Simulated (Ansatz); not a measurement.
# Dielectric response of HfO2 (111) films, part 4 of 5

How well do thin fluorite HfO2 (111) films screen a perpendicular field?

Ansatz 0.2.0; plane-wave DFT, PBEsol, Ansatz PAW.

So far. Step 19 (Response with the atoms held, 12 atoms, units 4): The induced dipole is that of a conductor 9.85 Å thick. Step 20 (Relaxing in the field, 12 atoms, units 4, field 0.05 …): The dipole is 0.0363 e·Å, and the gap on the mesh 3.986 eV.

### Step 21. Relaxing in the field, 12 atoms, units 4, field -0.05 V/Å

The opposite sign, again from the field-free geometry; the difference of the two cancels what relaxes without a field.

Input file input.yaml:

```yaml
crystal:
  lattice:
    - [3.5921024473, -2.9e-09, 0.0]
    - [-1.7960512211, 3.1108519738, 0.0]
    - [0.0, 0.0, 28.2652877862]
  atoms:
    - { symbol: O, position: [0.6666666667, 0.3333333333, 0.3211709217] }
    - { symbol: Hf, position: [0.3333333333, 0.6666666667, 0.3483002079] }
    - { symbol: O, position: [0.0, 0.0, 0.3735696826] }
    - { symbol: O, position: [0.3333333333, 0.6666666667, 0.4229491269] }
    - { symbol: Hf, position: [0.0, 0.0, 0.4485477544] }
    - { symbol: O, position: [0.6666666667, 0.3333333333, 0.4737326667] }
    - { symbol: O, position: [0.0, 0.0, 0.5262673334] }
    - { symbol: Hf, position: [0.6666666667, 0.3333333333, 0.551452245] }
    - { symbol: O, position: [0.3333333333, 0.6666666667, 0.5770508733] }
    - { symbol: O, position: [0.6666666667, 0.3333333333, 0.6264303181] }
    - { symbol: Hf, position: [0.3333333333, 0.6666666667, 0.6516997917] }
    - { symbol: O, position: [0.0, 0.0, 0.6788290782] }
kpoints:
  mp_grid: { grid: [12, 12, 1] }
hamiltonian:
  xc: pbesol
scf:
  occupations: { method: fixed }
  convergence: { dr2_threshold: 1.0e-10 }
efield:
  axis: 3
  dipole_correction: true
  ramp_position: 0.97
  ramp_width: 0.06
  amplitude: -0.05
relax:
  f_tol: 0.0006
  max_steps: 70
output:
  write_potential: true
  write_density: true
  volumetric_format: npy
```

Run with:

```console
ansatz run input.yaml --threads 4 --pin off --max-ram 16384MiB --backend cpu --events-out ev --progress --plain --runs-dir out
```

Numbers of over 12 decimals in the logs are rounded to 6 here.

The log of the run:

```text
[...]
Crystal: 12 atoms, lattice volume = 315.850 Å³
Basis set: ecut = 420 eV, 6083 PW (Γ), exchange–correlation on 50×50×384 points (8 copies of the dense FFT grid, shifted against one another)
Bands: 92, of which v1, the nominal top of the filled ones, is band 76 counted from 1 (75 counted from 0)
Symmetry: 6 space group operations
k-points: 19 of 144 (time reversal used)
[...]
- { symbol: Hf, position: [0, 0, 0.448509] }
    - { symbol: O, position: [0.666667, 0.333333, 0.473743] }
    - { symbol: O, position: [0, 0, 0.526278] }
    - { symbol: Hf, position: [0.666667, 0.333333, 0.551413] }
    - { symbol: O, position: [0.333333, 0.666667, 0.577056] }
    - { symbol: O, position: [0.666667, 0.333333, 0.626445] }
    - { symbol: Hf, position: [0.333333, 0.666667, 0.651667] }
    - { symbol: O, position: [0, 0, 0.678878] }
[key lines of the parts left out:]
SCF converged after 5 iterations
Free energy (F): -66898.751007 eV
Fermi energy:    2.461291 eV
Dipole field:    D = -0.020809 V/Å  (p = -0.036322 e·Å, saw-weighted, corrected)
```

Run time: 57 s. Hardware: 4 threads of Arm Neoverse V2, shared host; peak memory 1.1 GiB; 3.7 min of CPU time.

Hardly anything moved in the relaxation; the energy changed by under 0.2 meV an atom.

The relaxation took 4 steps and lowered the energy by 1.5e-4 eV; the largest force on the free atoms ends at 4.5e-4 eV/Å.

The dipole is -0.0363 e·Å, and the gap on the mesh 3.986 eV.

### Step 22. Response with the atoms relaxed, 12 atoms, units 4

This step: plane-wave DFT, PBEsol, Ansatz PAW; response to a field along the normal, atoms relaxed (Ansatz 0.2.0).

Local field over the applied field, running mean. From the potentials at -0.05 and 0.05 V/Å; running mean over 2.933 Å, taken twice. Local field over applied field against z:

| z (Å) | local field over applied field |
| --- | --- |
| 4.5 | 0.998 |
| 5.0 | 0.993 |
| 5.5 | 0.977 |
| 6.0 | 0.937 |
| 6.5 | 0.895 |
| 7.0 | 0.819 |
| 7.5 | 0.692 |
| 8.0 | 0.543 |
| 8.5 | 0.406 |
| 9.0 | 0.297 |
| 9.5 | 0.168 |
| 10.0 | 0.0740 |
| 10.5 | 0.0403 |
| 11.0 | 0.0325 |
| 11.5 | 0.0209 |
| 12.0 | 0.00675 |
| 12.5 | 0.0180 |
| 13.0 | 0.0297 |
| 13.5 | 0.0331 |
| 14.0 | 0.0302 |
| 14.5 | 0.0317 |
| 15.0 | 0.0324 |
| 15.5 | 0.0261 |
| 16.0 | 0.00983 |
| 16.5 | 0.0112 |
| 17.0 | 0.0280 |
| 17.5 | 0.0353 |
| 18.0 | 0.0511 |
| 18.5 | 0.109 |
| 19.0 | 0.230 |
| 19.5 | 0.349 |
| 20.0 | 0.466 |
| 20.5 | 0.613 |
| 21.0 | 0.757 |
| 21.5 | 0.863 |
| 22.0 | 0.916 |
| 22.5 | 0.957 |
| 23.0 | 0.987 |
| 23.5 | 0.996 |
| 24.0 | 0.999 |

The induced dipole is that of a conductor 11.76 Å thick.

### Step 23. Relaxing the film, 15 atoms, units 5

This step: plane-wave DFT, PBEsol, Ansatz PAW (Ansatz 0.2.0).

System of this step: HfO2 (111), 5 units. The cell holds 15 atoms: 10 O and 5 Hf. Cell: a = 3.592 Å, b = 3.592 Å, c = 31.198 Å, α = 90.0°, β = 90.0°, γ = 120.0°. It derives from HfO2 (fluorite HfO2). Vacuum lies along c.

The next thickness, treated alike, so that differences show the interior and the faces cancel.

Input file input.yaml:

```yaml
crystal:
  lattice:
    - [3.59210245, 0.0, 0.0]
    - [-1.79605122, 3.11085197, 0.0]
    - [0.0, 0.0, 31.1982271537]
  atoms:
    - { symbol: O, position: [0.66666667, 0.33333333, 0.2884779304] }
    - { symbol: Hf, position: [0.33333333, 0.66666667, 0.3119803825] }
    - { symbol: O, position: [0.0, 0.0, 0.3354828347] }
    - { symbol: O, position: [0.33333333, 0.66666667, 0.3824877391] }
    - { symbol: Hf, position: [0.0, 0.0, 0.4059901913] }
    - { symbol: O, position: [0.66666667, 0.33333333, 0.4294926435] }
    - { symbol: O, position: [0.0, 0.0, 0.4764975478] }
    - { symbol: Hf, position: [0.66666667, 0.33333333, 0.5] }
    - { symbol: O, position: [0.33333333, 0.66666667, 0.5235024522] }
    - { symbol: O, position: [0.66666667, 0.33333333, 0.5705073565] }
    - { symbol: Hf, position: [0.33333333, 0.66666667, 0.5940098087] }
    - { symbol: O, position: [0.0, 0.0, 0.6175122609] }
    - { symbol: O, position: [0.33333333, 0.66666667, 0.6645171653] }
    - { symbol: Hf, position: [0.0, 0.0, 0.6880196175] }
    - { symbol: O, position: [0.66666667, 0.33333333, 0.7115220696] }
kpoints:
  mp_grid: { grid: [12, 12, 1] }
hamiltonian:
  xc: pbesol
scf:
  occupations: { method: fixed }
  convergence: { dr2_threshold: 1.0e-09 }
efield:
  axis: 3
  dipole_correction: true
  ramp_position: 0.97
  ramp_width: 0.06
relax:
  f_tol: 0.003
  max_steps: 100
output:
  write_potential: true
  write_density: true
  volumetric_format: npy
```

The log of the run:

```text
[...]
Crystal: 15 atoms, lattice volume = 348.625 Å³
Basis set: ecut = 420 eV, 6705 PW (Γ), exchange–correlation on 50×50×432 points (8 copies of the dense FFT grid, shifted against one another)
Bands: 114, of which v1, the nominal top of the filled ones, is band 95 counted from 1 (94 counted from 0)
Symmetry: 6 space group operations
[...]
- { symbol: O, position: [0.333333, 0.666667, 0.522836] }
    - { symbol: O, position: [0.666667, 0.333333, 0.569924] }
    - { symbol: Hf, position: [0.333333, 0.666667, 0.592810] }
    - { symbol: O, position: [0, 0, 0.616005] }
    - { symbol: O, position: [0.333333, 0.666667, 0.660822] }
    - { symbol: Hf, position: [0, 0, 0.683696] }
    - { symbol: O, position: [0.666667, 0.333333, 0.708282] }
[key lines of the parts left out:]
SCF converged after 7 iterations
Free energy (F): -83623.817978 eV
Fermi energy:    3.722948 eV
Dipole field:    D = 0.000000 V/Å  (p = 0.000000 e·Å, saw-weighted, corrected)
Work function:   Φ+ = 6.8148 eV   Φ− = 6.8147 eV
```

Wall time 1.9 min (4 threads); peak memory 1.3 GiB; 7.3 min of CPU time.

Relaxation path:

| step | energy less that of the first step (eV) | largest force component (eV/Å) |
| --- | --- | --- |
| 1 | 0.0000 | 1.1285 |
| 2 | -0.1023 | 0.3470 |
| 3 | -0.1260 | 0.0782 |
| 4 | -0.1273 | 0.0118 |
| 5 | -0.1273 | 0.0006 |

Forces are held to the 6 operations that the run works with; a distortion that breaks them can't arise in this run.

The atoms that moved most (Å):

| atom | dx | dy | dz | length |
| --- | --- | --- | --- | --- |
| Hf2 | 0.000 | 0.000 | 0.135 | 0.135 |
| Hf14 | 0.000 | 0.000 | -0.135 | 0.135 |
| O13 | 0.000 | 0.000 | -0.115 | 0.115 |
| O3 | 0.000 | 0.000 | 0.115 | 0.115 |
| O1 | 0.000 | 0.000 | 0.101 | 0.101 |
| O15 | 0.000 | 0.000 | -0.101 | 0.101 |
| O12 | 0.000 | 0.000 | -0.047 | 0.047 |
| O4 | 0.000 | 0.000 | 0.047 | 0.047 |

The relaxed structure:

```cif
data_structure
_symmetry_space_group_name_H-M 'P 1'
_symmetry_Int_Tables_number 1
_cell_length_a 3.5921
_cell_length_b 3.5921
_cell_length_c 31.1982
_cell_angle_alpha 90.000
_cell_angle_beta 90.000
_cell_angle_gamma 120.000
_cell_volume 348.62
loop_
_atom_site_label
_atom_site_type_symbol
_atom_site_fract_x
_atom_site_fract_y
_atom_site_fract_z
_atom_site_occupancy
O1 O 0.66667 0.33333 0.29172 1
Hf2 Hf 0.33333 0.66667 0.31630 1
O3 O 0.00000 0.00000 0.33918 1
O4 O 0.33333 0.66667 0.38400 1
Hf5 Hf 0.00000 0.00000 0.40719 1
O6 O 0.66667 0.33333 0.43008 1
O7 O 0.00000 0.00000 0.47716 1
Hf8 Hf 0.66667 0.33333 0.50000 1
O9 O 0.33333 0.66667 0.52284 1
O10 O 0.66667 0.33333 0.56992 1
Hf11 Hf 0.33333 0.66667 0.59281 1
O12 O 0.00000 0.00000 0.61600 1
O13 O 0.33333 0.66667 0.66082 1
Hf14 Hf 0.00000 0.00000 0.68370 1
O15 O 0.66667 0.33333 0.70828 1
```

The relaxation took 5 steps and lowered the energy by 0.13 eV; the largest force on the free atoms ends at 6.2e-4 eV/Å.

The gap is 3.89 eV, with the valence edge 6.81 eV and the conduction edge 2.93 eV under the upper vacuum level.

### Step 24. Single point on the relaxed film, 15 atoms, units 5

The next thickness, treated alike, so that differences show the interior and the faces cancel.

Input file input.yaml:

```yaml
crystal:
  lattice:
    - [3.5921024473, -2.9e-09, 0.0]
    - [-1.7960512211, 3.1108519738, 0.0]
    - [0.0, 0.0, 31.1982271537]
  atoms:
    - { symbol: O, position: [0.6666666667, 0.3333333333, 0.2917176991] }
    - { symbol: Hf, position: [0.3333333333, 0.6666666667, 0.3163039431] }
    - { symbol: O, position: [0.0, 0.0, 0.339178116] }
    - { symbol: O, position: [0.3333333333, 0.6666666667, 0.3839953968] }
    - { symbol: Hf, position: [0.0, 0.0, 0.4071899654] }
    - { symbol: O, position: [0.6666666667, 0.3333333333, 0.430076141] }
    - { symbol: O, position: [0.0, 0.0, 0.4771644142] }
    - { symbol: Hf, position: [0.6666666667, 0.3333333333, 0.5000000003] }
    - { symbol: O, position: [0.3333333333, 0.6666666667, 0.5228355856] }
    - { symbol: O, position: [0.6666666667, 0.3333333333, 0.5699238587] }
    - { symbol: Hf, position: [0.3333333333, 0.6666666667, 0.592810035] }
    - { symbol: O, position: [0.0, 0.0, 0.6160046028] }
    - { symbol: O, position: [0.3333333333, 0.6666666667, 0.6608218839] }
    - { symbol: Hf, position: [0.0, 0.0, 0.683696057] }
    - { symbol: O, position: [0.6666666667, 0.3333333333, 0.708282301] }
kpoints:
  mp_grid: { grid: [12, 12, 1] }
hamiltonian:
  xc: pbesol
scf:
  occupations: { method: fixed }
  convergence: { dr2_threshold: 1.0e-09 }
efield:
  axis: 3
  dipole_correction: true
  ramp_position: 0.97
  ramp_width: 0.06
output:
  eigenvalues: true
  write_potential: true
  write_density: true
  volumetric_format: npy
```

The log of the run:

```text
[...]
Crystal: 15 atoms, lattice volume = 348.625 Å³
Basis set: ecut = 420 eV, 6705 PW (Γ)
Bands: 114, of which v1, the nominal top of the filled ones, is band 95 counted from 1 (94 counted from 0)
Symmetry: 6 space group operations
k-points: 19 of 144 (time reversal used)
[...]
k-point 0: bands = [... 91 lower, 3.2401, 3.2401, 3.3199, 3.3199, 7.7207, 7.7207, 8.0656, 8.0656, ... 15 higher]
  k-point 1: bands = [... 91 lower, 3.2129, 3.2204, 3.3027, 3.3111, 7.7891, 7.8062, 8.0757, 8.1167, ... 15 higher]
  k-point 2: bands = [... 91 lower, 3.1449, 3.2341, 3.2451, 3.2627, 7.9747, 8.0286, 8.0934, 8.2448, ... 15 higher]
  k-point 18: bands = [... 91 lower, 3.1098, 3.1098, 3.2422, 3.2902, 8.0846, 8.0846, 8.2614, 8.4770, ... 15 higher]
[key lines of the parts left out:]
SCF converged after 11 iterations
Free energy (F): -83623.817974 eV
Fermi energy:    3.722831 eV
Dipole field:    D = -0.000000 V/Å  (p = -0.000001 e·Å, saw-weighted, corrected)
Work function:   Φ+ = 6.8150 eV   Φ− = 6.8149 eV
```

Wall time 34 s (4 threads); peak memory 1.5 GiB; 2.2 min of CPU time.

The gap is 3.89 eV, with the valence edge 6.82 eV and the conduction edge 2.93 eV under the upper vacuum level.

### Step 25. Single point, 15 atoms, units 5, field 0.05 V/Å

Edit input.yaml of step 24 so:

```diff
@@ -27,3 +27,3 @@
   occupations: { method: fixed }
-  convergence: { dr2_threshold: 1.0e-09 }
+  convergence: { dr2_threshold: 1.0e-10 }
 efield:
@@ -33,4 +33,4 @@
   ramp_width: 0.06
+  amplitude: 0.05
 output:
-  eigenvalues: true
   write_potential: true
```

The log of the run:

```text
[...]
Crystal: 15 atoms, lattice volume = 348.625 Å³
Basis set: ecut = 420 eV, 6705 PW (Γ)
Bands: 114, of which v1, the nominal top of the filled ones, is band 95 counted from 1 (94 counted from 0)
Symmetry: 6 space group operations
k-points: 19 of 144 (time reversal used)
[...]
k-point 0: bands = [... 91 lower, 3.2184, 3.2184, 3.3423, 3.3423, 7.7183, 7.7183, 8.0650, 8.0650, ... 15 higher]
  k-point 1: bands = [... 91 lower, 3.1958, 3.2001, 3.3238, 3.3293, 7.7866, 7.8030, 8.0757, 8.1161, ... 15 higher]
  k-point 2: bands = [... 91 lower, 3.1295, 3.2077, 3.2615, 3.2925, 7.9721, 8.0182, 8.1011, 8.2456, ... 15 higher]
  k-point 18: bands = [... 91 lower, 3.0611, 3.1638, 3.2124, 3.3216, 8.0672, 8.1011, 8.2562, 8.4818, ... 15 higher]
[key lines of the parts left out:]
SCF converged after 16 iterations
Free energy (F): -83623.818916 eV
Fermi energy:    3.733516 eV
Dipole field:    D = 0.019556 V/Å  (p = 0.037677 e·Å, saw-weighted, corrected)
```

Elapsed: 42 s, on 4 threads; peak memory 1.5 GiB; 2.7 min of CPU time.

The dipole is 0.0377 e·Å, and the gap on the mesh 3.877 eV.

### Step 26. Atoms held, 15 atoms, units 5, field -0.05 V/Å

Edit input.yaml of step 25 so:

```diff
@@ -33,3 +33,3 @@
   ramp_width: 0.06
-  amplitude: 0.05
+  amplitude: -0.05
 output:
```

The log of the run:

```text
[...]
Crystal: 15 atoms, lattice volume = 348.625 Å³
Basis set: ecut = 420 eV, 6705 PW (Γ)
Bands: 114, of which v1, the nominal top of the filled ones, is band 95 counted from 1 (94 counted from 0)
Symmetry: 6 space group operations
k-points: 19 of 144 (time reversal used)
[...]
k-point 0: bands = [... 91 lower, 3.2184, 3.2184, 3.3423, 3.3423, 7.7183, 7.7183, 8.0650, 8.0650, ... 15 higher]
  k-point 1: bands = [... 91 lower, 3.1958, 3.2001, 3.3238, 3.3293, 7.7866, 7.8030, 8.0757, 8.1161, ... 15 higher]
  k-point 2: bands = [... 91 lower, 3.1295, 3.2077, 3.2615, 3.2925, 7.9721, 8.0182, 8.1011, 8.2456, ... 15 higher]
  k-point 18: bands = [... 91 lower, 3.0611, 3.1638, 3.2124, 3.3216, 8.0672, 8.1011, 8.2562, 8.4818, ... 15 higher]
[key lines of the parts left out:]
SCF converged after 16 iterations
Free energy (F): -83623.818916 eV
Fermi energy:    3.733516 eV
Dipole field:    D = -0.019556 V/Å  (p = -0.037676 e·Å, saw-weighted, corrected)
```

Wall time 41 s (4 threads); peak memory 1.5 GiB.

The dipole is -0.0377 e·Å, and the gap on the mesh 3.877 eV.

### Step 27. Response with the atoms held, 15 atoms, units 5

This step: plane-wave DFT, PBEsol, Ansatz PAW; response to a field along the normal, atoms held (Ansatz 0.2.0).

Local field over the applied field, running mean. From the potentials at -0.05 and 0.05 V/Å; running mean over 2.933 Å, taken twice. Table of local field over applied field by z:

| z (Å) | local field over applied field |
| --- | --- |
| 4.5 | 0.998 |
| 5.0 | 0.993 |
| 5.5 | 0.982 |
| 6.0 | 0.955 |
| 6.5 | 0.909 |
| 7.0 | 0.838 |
| 7.5 | 0.744 |
| 8.0 | 0.632 |
| 8.5 | 0.513 |
| 9.0 | 0.402 |
| 9.5 | 0.311 |
| 10.0 | 0.244 |
| 10.5 | 0.202 |
| 11.0 | 0.181 |
| 11.5 | 0.176 |
| 12.0 | 0.177 |
| 12.5 | 0.180 |
| 13.0 | 0.183 |
| 13.5 | 0.185 |
| 14.0 | 0.187 |
| 14.5 | 0.187 |
| 15.0 | 0.187 |
| 15.5 | 0.187 |
| 16.0 | 0.187 |
| 16.5 | 0.187 |
| 17.0 | 0.187 |
| 17.5 | 0.186 |
| 18.0 | 0.184 |
| 18.5 | 0.181 |
| 19.0 | 0.178 |
| 19.5 | 0.176 |
| 20.0 | 0.178 |
| 20.5 | 0.192 |
| 21.0 | 0.225 |
| 21.5 | 0.281 |
| 22.0 | 0.363 |
| 22.5 | 0.468 |
| 23.0 | 0.585 |
| 23.5 | 0.701 |
| 24.0 | 0.803 |
| 24.5 | 0.883 |
| 25.0 | 0.940 |
| 25.5 | 0.973 |
| 26.0 | 0.990 |
| 26.5 | 0.997 |
| 27.0 | 0.999 |

The induced dipole is that of a conductor 12.20 Å thick.

### Step 28. Relaxing in the field, 15 atoms, units 5, field 0.05 V/Å

This step: plane-wave DFT, PBEsol, Ansatz PAW (Ansatz 0.2.0).

The same pair of relaxations in the field for this thickness.

Edit input.yaml of step 26 so:

```diff
@@ -33,3 +33,6 @@
   ramp_width: 0.06
-  amplitude: -0.05
+  amplitude: 0.05
+relax:
+  f_tol: 0.0006
+  max_steps: 70
 output:
```

The log of the run:

```text
[...]
Crystal: 15 atoms, lattice volume = 348.625 Å³
Basis set: ecut = 420 eV, 6705 PW (Γ), exchange–correlation on 50×50×432 points (8 copies of the dense FFT grid, shifted against one another)
Bands: 114, of which v1, the nominal top of the filled ones, is band 95 counted from 1 (94 counted from 0)
Symmetry: 6 space group operations
k-points: 19 of 144 (time reversal used)
[...]
- { symbol: Hf, position: [0.666667, 0.333333, 0.500034] }
    - { symbol: O, position: [0.333333, 0.666667, 0.522825] }
    - { symbol: O, position: [0.666667, 0.333333, 0.569916] }
    - { symbol: Hf, position: [0.333333, 0.666667, 0.592846] }
    - { symbol: O, position: [0, 0, 0.616003] }
    - { symbol: O, position: [0.333333, 0.666667, 0.660811] }
    - { symbol: Hf, position: [0, 0, 0.683727] }
    - { symbol: O, position: [0.666667, 0.333333, 0.708239] }
[key lines of the parts left out:]
SCF converged after 5 iterations
Free energy (F): -83623.819103 eV
Fermi energy:    3.723269 eV
Dipole field:    D = 0.023350 V/Å  (p = 0.044987 e·Å, saw-weighted, corrected)
```

Elapsed: 93 s, on 4 threads; peak memory 1.3 GiB.

The relaxation took 4 steps and lowered the energy by 1.8e-4 eV; the largest force on the free atoms ends at 5.7e-4 eV/Å.

The dipole is 0.0450 e·Å, and the gap on the mesh 3.889 eV.

### Step 29. Relaxing in the field, 15 atoms, units 5, field -0.05 V/Å

The opposite sign, again from the field-free geometry; the difference of the two cancels what relaxes without a field.

Edit input.yaml of step 28 so:

```diff
@@ -33,3 +33,3 @@
   ramp_width: 0.06
-  amplitude: 0.05
+  amplitude: -0.05
 relax:
```

The log of the run:

```text
[...]
Crystal: 15 atoms, lattice volume = 348.625 Å³
Basis set: ecut = 420 eV, 6705 PW (Γ), exchange–correlation on 50×50×432 points (8 copies of the dense FFT grid, shifted against one another)
Bands: 114, of which v1, the nominal top of the filled ones, is band 95 counted from 1 (94 counted from 0)
Symmetry: 6 space group operations
k-points: 19 of 144 (time reversal used)
[...]
- { symbol: Hf, position: [0.666667, 0.333333, 0.499966] }
    - { symbol: O, position: [0.333333, 0.666667, 0.522846] }
    - { symbol: O, position: [0.666667, 0.333333, 0.569935] }
    - { symbol: Hf, position: [0.333333, 0.666667, 0.592777] }
    - { symbol: O, position: [0, 0, 0.616008] }
    - { symbol: O, position: [0.333333, 0.666667, 0.660834] }
    - { symbol: Hf, position: [0, 0, 0.683670] }
    - { symbol: O, position: [0.666667, 0.333333, 0.708331] }
[key lines of the parts left out:]
SCF converged after 5 iterations
Free energy (F): -83623.819103 eV
Fermi energy:    3.723269 eV
Dipole field:    D = -0.023350 V/Å  (p = -0.044987 e·Å, saw-weighted, corrected)
```

Wall time 92 s (4 threads); peak memory 1.3 GiB; 6 min of CPU time.

The relaxation took 4 steps and lowered the energy by 1.8e-4 eV; the largest force on the free atoms ends at 5.7e-4 eV/Å.

The dipole is -0.0450 e·Å, and the gap on the mesh 3.889 eV.

### Step 30. Response with the atoms relaxed, 15 atoms, units 5

This step: plane-wave DFT, PBEsol, Ansatz PAW; response to a field along the normal, atoms relaxed (Ansatz 0.2.0).

Local field over the applied field, running mean. From the potentials at -0.05 and 0.05 V/Å; running mean over 2.933 Å, taken twice. Local field over applied field against z:

| z (Å) | local field over applied field |
| --- | --- |
| 4.5 | 0.998 |
| 5.0 | 0.993 |
| 5.5 | 0.978 |
| 6.0 | 0.938 |
| 6.5 | 0.896 |
| 7.0 | 0.823 |
| 7.5 | 0.697 |
| 8.0 | 0.549 |
| 8.5 | 0.412 |
| 9.0 | 0.303 |
| 9.5 | 0.175 |
| 10.0 | 0.0786 |
| 10.5 | 0.0433 |
| 11.0 | 0.0340 |
| 11.5 | 0.0224 |
| 12.0 | 0.00781 |
| 12.5 | 0.0175 |
| 13.0 | 0.0269 |
| 13.5 | 0.0286 |
| 14.0 | 0.0285 |
| 14.5 | 0.0299 |
| 15.0 | 0.0310 |
| 15.5 | 0.0286 |
| 16.0 | 0.0302 |
| 16.5 | 0.0308 |
| 17.0 | 0.0287 |
| 17.5 | 0.0287 |
| 18.0 | 0.0275 |
| 18.5 | 0.0238 |
| 19.0 | 0.00880 |
| 19.5 | 0.0152 |
| 20.0 | 0.0307 |
| 20.5 | 0.0385 |
| 21.0 | 0.0597 |
| 21.5 | 0.128 |
| 22.0 | 0.254 |
| 22.5 | 0.368 |
| 23.0 | 0.491 |
| 23.5 | 0.639 |
| 24.0 | 0.778 |
| 24.5 | 0.873 |
| 25.0 | 0.922 |
| 25.5 | 0.964 |
| 26.0 | 0.989 |
| 26.5 | 0.997 |
| 27.0 | 0.999 |

The induced dipole is that of a conductor 14.57 Å thick.

(Continued in part 5 of 5.)

[Logs are printed without paths, hosts, clocks, repeated set-up lines and the standing remarks that a program may print on its own settings, such as how far it seeks lower states.]

[Hosts, paths, dates, database ids (printed as entryN), source tags and the programs' standing remarks are cut or masked in the printed files.]

[Maps of the electrostatic potential energy from Ansatz leave out the sawtooth potential of an applied field or a dipole correction, so their vacuum need not be flat; planar profiles and work functions include it.]
